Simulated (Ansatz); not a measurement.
# Rb on Au(111): change of the work function, part 4 of 5

How does one ordered layer of Rb (bridge site) change the work function of Au(111), and what dipole does each adsorbate carry?

Ansatz 0.2.0; plane-wave DFT, PBEsol, Ansatz PAW.

So far, work function, upper face (eV): step 2 (the clean slab) 5.24; step 3 (the covered slab) 1.64; step 5 (the covered slab, atoms frozen) 1.64; step 6 (the substrate alone) 5.26; step 7 (the adsorbate layer alone) 2.37.

## (9) Varying the input

This step: plane-wave DFT, PBEsol, Ansatz PAW (Ansatz 0.2.0).

System of this step: Rb/Au(111). The cell holds 17 atoms: 16 Au and 1 Rb. Cell: a = 5.770 Å, b = 5.770 Å, c = 28.504 Å, α = 90.0°, β = 90.0°, γ = 60.0°. Vacuum lies along c.

A run with a changed input: it repeats the earlier run at 0.25 ML with scf.occupations.width from 0.1 to 0.01, crystal.symmetry to detect: false and basis.ecutwfc to 33.1 Ry; its output block differs too.

input.yaml

```yaml
crystal:
  lattice:
    - [5.7699913344, 0.0, 0.0]
    - [2.8849956672, 4.9969590752, 0.0]
    - [0.0, 0.0, 28.5035810597]
  atoms:
    - { symbol: Au, position: [0.0, 0.0, 0.3157497993] }
    - { symbol: Au, position: [0.1666666667, 0.1666666667, 0.3983916643] }
    - { symbol: Au, position: [0.3333333333, 0.3333333333, 0.4801774587] }
    - { symbol: Au, position: [0.0, 0.0, 0.5632669705] }
    - { symbol: Au, position: [0.0, 0.5, 0.3157497993] }
    - { symbol: Au, position: [0.1666666667, 0.6666666667, 0.3983916643] }
    - { symbol: Au, position: [0.3333333333, 0.8333333333, 0.4801774587] }
    - { symbol: Au, position: [0.0, 0.5, 0.5632669705] }
    - { symbol: Au, position: [0.5, 0.0, 0.3157497993] }
    - { symbol: Au, position: [0.6666666667, 0.1666666667, 0.3983916643] }
    - { symbol: Au, position: [0.8333333333, 0.3333333333, 0.4801774587] }
    - { symbol: Au, position: [0.5, 0.0, 0.5632669705] }
    - { symbol: Au, position: [0.5, 0.5, 0.3157497993] }
    - { symbol: Au, position: [0.6666666667, 0.6666666667, 0.3983916643] }
    - { symbol: Au, position: [0.8333333333, 0.8333333333, 0.4801774587] }
    - { symbol: Au, position: [0.5, 0.5, 0.5632669705] }
    - { symbol: Rb, position: [0.25, 0.0, 0.6842502007] }
  symmetry: { detect: false }
kpoints:
  mp_grid: { grid: [6, 6, 1] }
hamiltonian:
  xc: pbesol
scf:
  occupations: { method: fermi_dirac, width: 0.01 }
  convergence: { dr2_threshold: 1.0e-08 }
efield:
  axis: 3
  dipole_correction: true
  ramp_position: 0.97
  ramp_width: 0.06
relax:
  f_tol: 0.02
  max_steps: 60
  constraints: [{ sites: [0, 1, 4, 5, 8, 9, 12, 13] }]
output:
  bader: true
  dos: { projected: true, e_range: [-8, 4] }
  write_potential: true
  write_density: true
  volumetric_format: npy
basis:
  ecutwfc: "33.1 Ry"
```

Launch:

```console
> ansatz run input.yaml --threads 4 --pin off --max-ram 6144MiB --backend cpu --events-out ev --progress --plain --runs-dir out
```

Output:

```text
the start keeps a symmetry that the run doesn't impose, so 9 atoms are moved at random by 1.00e-2 Å, to let the relaxation leave a saddle point. relax.escape_saddle: false keeps them in place
[...]
Crystal: 17 atoms, lattice volume = 821.827 Å³
Basis set: ecut = 450.348442 eV, 17739 PW (Γ), exchange–correlation on 80×80×400 points (8 copies of the dense FFT grid, shifted against one another)
Bands: 188, of which v1, the nominal top of the filled ones, is band 157 counted from 1 (156 counted from 0)
Symmetry: 1 space group operations
k-points: 20 of 36 (time reversal used)
[...]
SCF iter   1: F=—  HF=-211327.890875 eV  |F-HF|=—  |Δ(HF+E_count)|=         —  Δρ=4.70e-3  dr2=1.15e0  ethr=1.77e-3  p=0.472 e·Å  D=1.04e-1 V/Å  ΔV_dip=-2.96 eV  dr2_dipole=1.57e-1  V_vac-E_F(+/−)=1.81/4.77 eV  ⟨swp⟩=7.9  Hψ=15875  notcnv=0  defer=131
[...]
SCF iter  13: F=-211327.843968 eV  HF=-211327.843968 eV  |F-HF|=3.35e-9  |Δ(HF+E_count)|=   1.98e-9  Δρ=3.74e-7  dr2=2.13e-9  ethr=3.19e-12  p=0.488 e·Å  D=1.07e-1 V/Å  ΔV_dip=-3.06 eV  dr2_dipole=6.55e-13  V_vac-E_F(+/−)=2.07/5.13 eV  ⟨swp⟩=9.0  Hψ=23023  notcnv=0
SCF 1 converged in 13 iterations: F = -211327.843968 eV  dr2 = 2.13e-9
[...]
relax step   1: F+E_penalty+E_count = -211327.84396753 eV  Δ(F+E_penalty+E_count) = +0.000e0 eV  max|allowed force component| = 6.607e-1 eV/Å  Δτ_max = 0.0000 Å  (13 SCF iters, accepted)
[...]
SCF iter  13: F=-211327.912561 eV  HF=-211327.912561 eV  |F-HF|=2.59e-9  |Δ(HF+E_count)|=  6.98e-10  Δρ=2.24e-7  dr2=3.27e-9  ethr=3.19e-12  p=0.490 e·Å  D=1.08e-1 V/Å  ΔV_dip=-3.08 eV  dr2_dipole=2.75e-10  V_vac-E_F(+/−)=2.07/5.14 eV  ⟨swp⟩=15.6  Hψ=27527  notcnv=0
SCF 2 converged in 13 iterations: F = -211327.912561 eV  dr2 = 3.27e-9
[...]
relax step   2: F+E_penalty+E_count = -211327.91256071 eV  Δ(F+E_penalty+E_count) = -6.859e-2 eV  max|allowed force component| = 6.104e-1 eV/Å  Δτ_max = 0.1971 Å  (13 SCF iters, accepted)
SCF iter   1: F=—  HF=-211328.019005 eV  |F-HF|=—  |Δ(HF+E_count)|=         —  Δρ=1.61e-3  dr2=1.74e-2  ethr=9.04e-5  p=0.490 e·Å  D=1.08e-1 V/Å  ΔV_dip=-3.08 eV  dr2_dipole=1.45e-4  V_vac-E_F(+/−)=2.10/5.18 eV  ⟨swp⟩=5.7  Hψ=9071  notcnv=0  defer=462
[...]
SCF iter  13: F=-211328.013592 eV  HF=-211328.013592 eV  |F-HF|=1.46e-10  |Δ(HF+E_count)|=  9.60e-10  Δρ=2.06e-7  dr2=1.57e-9  ethr=3.19e-12  p=0.497 e·Å  D=1.09e-1 V/Å  ΔV_dip=-3.12 eV  dr2_dipole=1.35e-10  V_vac-E_F(+/−)=2.06/5.18 eV  ⟨swp⟩=14.8  Hψ=26769  notcnv=0
SCF 3 converged in 13 iterations: F = -211328.013592 eV  dr2 = 1.57e-9
relax step   3: F+E_penalty+E_count = -211328.01359156 eV  Δ(F+E_penalty+E_count) = -1.010e-1 eV  max|allowed force component| = 5.146e-1 eV/Å  Δτ_max = 0.1173 Å  (13 SCF iters, accepted)
[...]
relax step   4: F+E_penalty+E_count = -211328.10055566 eV  Δ(F+E_penalty+E_count) = -8.696e-2 eV  max|allowed force component| = 2.670e-1 eV/Å  Δτ_max = 0.1957 Å  (15 SCF iters, accepted)
[...]
relax step   5: F+E_penalty+E_count = -211328.12190408 eV  Δ(F+E_penalty+E_count) = -2.135e-2 eV  max|allowed force component| = 9.447e-2 eV/Å  Δτ_max = 0.1945 Å  (15 SCF iters, accepted)
[...]
relax step   6: F+E_penalty+E_count = -211328.12453563 eV  Δ(F+E_penalty+E_count) = -2.632e-3 eV  max|allowed force component| = 2.123e-2 eV/Å  Δτ_max = 0.0314 Å  (15 SCF iters, accepted)
SCF iter   1: F=—  HF=-211328.124942 eV  |F-HF|=—  |Δ(HF+E_count)|=         —  Δρ=1.04e-4  dr2=1.65e-3  ethr=6.61e-6  p=0.566 e·Å  D=1.25e-1 V/Å  ΔV_dip=-3.55 eV  dr2_dipole=7.83e-4  V_vac-E_F(+/−)=1.61/5.17 eV  ⟨swp⟩=3.2  Hψ=5321  notcnv=0  defer=472
[...]
SCF iter  12: F=-211328.124677 eV  HF=-211328.124677 eV  |F-HF|=5.44e-9  |Δ(HF+E_count)|=   7.86e-9  Δρ=3.56e-7  dr2=7.11e-9  ethr=3.19e-12  p=0.569 e·Å  D=1.25e-1 V/Å  ΔV_dip=-3.57 eV  dr2_dipole=2.11e-9  V_vac-E_F(+/−)=1.60/5.16 eV  ⟨swp⟩=9.2  Hψ=23032  notcnv=0
SCF 7 converged in 12 iterations: F = -211328.124677 eV  dr2 = 7.11e-9
relax step   7: F+E_penalty+E_count = -211328.12467678 eV  Δ(F+E_penalty+E_count) = -1.412e-4 eV  max|allowed force component| = 1.880e-3 eV/Å  Δτ_max = 0.0081 Å  (12 SCF iters, accepted)
[...]
WARN: the relaxation ended near the 2 symmetry operations of its rattled start. A stable structure does so, and so can a saddle point along a move or strain that wasn't checked. `relax.random_displacement` or `relax.escape_saddle: true` tries the moves, and a distorted `crystal.lattice` a strain
SCF converged after 12 iterations
Free energy (F): -211328.124677 eV
[...]
Internal energy: -211328.116512 eV  (E = F + TS)
E sigma→0 (E₀):  -211328.120594 eV
Entropy (-TS):   -0.008165 eV (-0.480 meV/atom)
Fermi energy:    5.070225 eV
Dipole field:    D = 0.125177 V/Å  (p = 0.568516 e·Å, saw-weighted, corrected)
Work function:   Φ+ = 1.5962 eV   Φ− = 5.1643 eV
[...]
--- Forces (eV/Å), atoms counted from 1 ---
  atom   1  Au    -0.00242452    -0.00136464     0.02220131
  atom   2  Au     0.00005982     0.01296951     0.02590917
  atom   3  Au    -0.00043431    -0.00012298     0.00029268
  atom   4  Au     0.00018681     0.00001518     0.00012694
  atom   5  Au     0.00001366     0.00066618     0.01191018
  atom   6  Au     0.03568422    -0.02900435    -0.03906052
  atom   7  Au     0.00004215     0.00056590     0.00052088
  atom   8  Au     0.00002496    -0.00053874     0.00036207
  atom   9  Au     0.00243053    -0.00135167     0.02215061
  atom  10  Au    -0.00008128     0.04864581     0.00767634
  atom  11  Au     0.00040036    -0.00006905     0.00039896
  atom  12  Au    -0.00018791    -0.00001193     0.00000189
  atom  13  Au    -0.00000598    -0.00310888    -0.01248605
  atom  14  Au    -0.03574478    -0.02893402    -0.03919447
  atom  15  Au     0.00000786     0.00012927     0.00050364
  atom  16  Au    -0.00001675    -0.00036057    -0.00045866
  atom  17  Rb     0.00004532     0.00187981    -0.00094979
  max |Σ_I F_I| component: 9.48e-5 eV/Å
--- Band table (eV; the first three rows and the last of 20) ---
  k-point 0: bands = [... 153 lower, 4.8329, 4.8525, 4.8599, 5.3256, 5.8973, 5.9039, 5.9246, 6.2041, ... 27 higher]
  k-point 1: bands = [... 153 lower, 4.1245, 4.9422, 4.9476, 5.0735, 5.3645, 5.5036, 5.5183, 5.6864, ... 27 higher]
  k-point 2: bands = [... 153 lower, 4.2390, 4.6581, 4.9836, 4.9909, 5.4845, 5.4988, 5.6880, 6.4263, ... 27 higher]
  k-point 19: bands = [... 153 lower, 3.5962, 4.9944, 4.9979, 5.4570, 5.4710, 5.5513, 5.5724, 6.4169, ... 27 higher]
--- Relaxed structure (7 steps of the walk, 7 accepted, 0 SCFs on fresh bases) ---
  F+E_penalty+E_count = -211328.12467678 eV   max|allowed force component| = 1.880e-3 eV/Å
  atoms:
    - { symbol: Au, position: [0.0, 0.0, 0.3157497993] }
    - { symbol: Au, position: [0.166667, 0.1666666667, 0.3983916643] }
    - { symbol: Au, position: [0.332291, 0.336118, 0.479973] }
    - { symbol: Au, position: [-0.00491556, 0.000661737, 0.560834] }
    - { symbol: Au, position: [0.0, 0.5, 0.3157497993] }
    - { symbol: Au, position: [0.166667, 0.6666666667, 0.3983916643] }
    - { symbol: Au, position: [0.333482, 0.833027, 0.479614] }
    - { symbol: Au, position: [7.988539e-5, 0.499821, 0.564554] }
    - { symbol: Au, position: [0.5, 0.0, 0.3157497993] }
    - { symbol: Au, position: [0.666667, 0.1666666667, 0.3983916643] }
    - { symbol: Au, position: [0.831584, 0.336118, 0.479971] }
    - { symbol: Au, position: [0.504232, 0.000663003, 0.560840] }
    - { symbol: Au, position: [0.5, 0.5, 0.3157497993] }
    - { symbol: Au, position: [0.666667, 0.6666666667, 0.3983916643] }
    - { symbol: Au, position: [0.834154, 0.831673, 0.478800] }
    - { symbol: Au, position: [0.498740, 0.502507, 0.565043] }
    - { symbol: Rb, position: [0.248207, 0.00339296, 0.660489] }
--- Bader charges: 17 sites ---
  site symbol  charge [e]  shift [e]
     0     Au     -0.0230     0.0000
     1     Au      0.0277     0.0000
     2     Au      0.0097     0.0000
     3     Au     -0.1658     0.0000
     4     Au     -0.0244     0.0000
     5     Au      0.0254     0.0000
     6     Au      0.0103     0.0000
     7     Au     -0.1807     0.0000
     8     Au     -0.0230     0.0000
     9     Au      0.0276     0.0000
    10     Au      0.0097     0.0000
    11     Au     -0.1658     0.0000
    12     Au     -0.0315     0.0000
    13     Au      0.0254     0.0000
    14     Au      0.0058     0.0000
    15     Au     -0.1860     0.0000
    16     Rb      0.6584     0.0000
  estimated error of the sums over rays = 3.1e-4 e
```

Run time: 4.3 min. Hardware: 4 threads of AMD EPYC 9R45, shared host; peak memory 5.3 GiB.

Step by step:

```
step  energy less that of the first step (eV)  largest force component (eV/Å)
   1                                   0.0000                          0.6607
   2                                  -0.0686                          0.6104
   3                                  -0.1696                          0.5146
   4                                  -0.2566                          0.2670
   5                                  -0.2779                          0.0945
   6                                  -0.2806                          0.0212
   7                                  -0.2807                          0.0019
```

The atoms that moved most (Å):

```csv
atom,dx,dy,dz,length
Rb17,-0.001,0.017,-0.677,0.677
Au4,-0.026,0.003,-0.069,0.074
Au12,0.026,0.003,-0.069,0.074
Au16,0.000,0.013,0.051,0.052
Au15,0.000,-0.008,-0.039,0.040
Au8,0.000,-0.001,0.037,0.037
Au7,0.000,-0.002,-0.016,0.016
Au11,-0.002,0.014,-0.006,0.015
```

Final coordinates:

```xyz
17
Lattice="5.7700 0.0000 0.0000 2.8850 4.9970 0.0000 0.0000 0.0000 28.5036" Properties=species:S:1:pos:R:3
Au    0.0000    0.0000    9.0000
Au    1.4425    0.8328   11.3556
Au    2.8870    1.6796   13.6810
Au   -0.0265    0.0033   15.9858
Au    1.4425    2.4985    9.0000
Au    2.8850    3.3313   11.3556
Au    4.3275    4.1626   13.6707
Au    1.4424    2.4976   16.0918
Au    2.8850    0.0000    9.0000
Au    4.3275    0.8328   11.3556
Au    5.7679    1.6796   13.6809
Au    2.9113    0.0033   15.9860
Au    4.3275    2.4985    9.0000
Au    5.7700    3.3313   11.3556
Au    7.2124    4.1558   13.6475
Au    4.3275    2.5110   16.1057
Rb    1.4419    0.0170   18.8263
```

Numbers from this step:

| Quantity | Value |
| --- | --- |
| energy at zero smearing | -211328.1206 eV |
| work function, upper face | 1.596 eV |
| work function, lower face | 5.164 eV |
| dipole along the normal | 0.5685 e·Å |
| step between the vacuum levels | -3.568 eV |

The density of states has structure finer than the step of the table below, so its rows give means over 0.5 eV. Peaks (eV: height): -4.45: 68.8, -4.33: 58.3, -4.21: 53.9, -4.15: 65.6, -3.43: 68.6, -3.07: 56.3, -2.20: 57.6.

Density of states against energy, zero at the Fermi level; means over each step:

energy (eV), density of states (states/eV a cell) and a bar:
```
     -7.5        3.9 
     -7.0       10.1 #####
     -6.5       21.2 ##############
     -6.0       26.5 ##################
     -5.5       21.8 ##############
     -5.0       25.3 #################
     -4.5       42.5 ##############################
     -4.0       38.1 ###########################
     -3.5       32.5 ######################
     -3.0       36.4 #########################
     -2.5       32.0 ######################
     -2.0       37.5 ##########################
     -1.5        9.6 #####
     -1.0        6.6 ##
     -0.5        3.6 
      0.0        7.1 ###
      0.5        5.5 #
      1.0        4.8 #
      1.5        7.8 ###
```

Projected DOS per atom over height of the atomic layer and energy from the Fermi level. Layers: Au4 Au4 Au4 Au4 Rb from below.

Ten even steps from '_' (0.01 states/eV) to '@' (3.07 states/eV), each cell a mean:
```
________..
__________
________::
________..
____..__..
__________
..____..__
........__
**####==__
##******__
@@++**%%__
##==++%%__
##====##__
@@####@@__
##%%##%%__
==++**==__
======++__
==**++==__
::****--__
..----..__
__....____
__________
```
Columns: height of the atomic layer (Å) from 9 to 18.8 (not evenly spaced); rows upwards: energy from the Fermi level (eV) from -7.96 to 1.95.

```
                      quantity  this run  earlier run  difference
work function, upper face (eV)     1.596        1.643      -0.046
work function, lower face (eV)     5.164        5.243      -0.079
 dipole along the normal (e·Å)    0.5685       0.5737     -0.0052
```

What moves beyond 0.01 in its unit (for the dipole 0.5 % and 5e-5 e·Å): work function, lower face (-0.079 eV), work function, upper face (-0.0464 eV) and dipole along the normal (-0.0052 e·Å).

(Continued in part 5 of 5.)

[Long decimals in the printed logs are rounded to 6 places.]

[Logs are printed without paths, hosts, clocks, repeated set-up lines and the standing remarks that a program may print on its own settings, such as how far it seeks lower states.]

[Hosts, paths, dates, database ids (printed as entryN), source tags and the programs' standing remarks are cut or masked in the printed files.]

[Maps of the electrostatic potential energy from Ansatz leave out the sawtooth potential of an applied field or a dipole correction, so their vacuum need not be flat; planar profiles and work functions include it.]

[The density of states shown here was stored with 400 of the rows of the run's finer table, so its peaks can read low, often by over a quarter, or be missed, and its means over a window can be off by a tenth or more.]
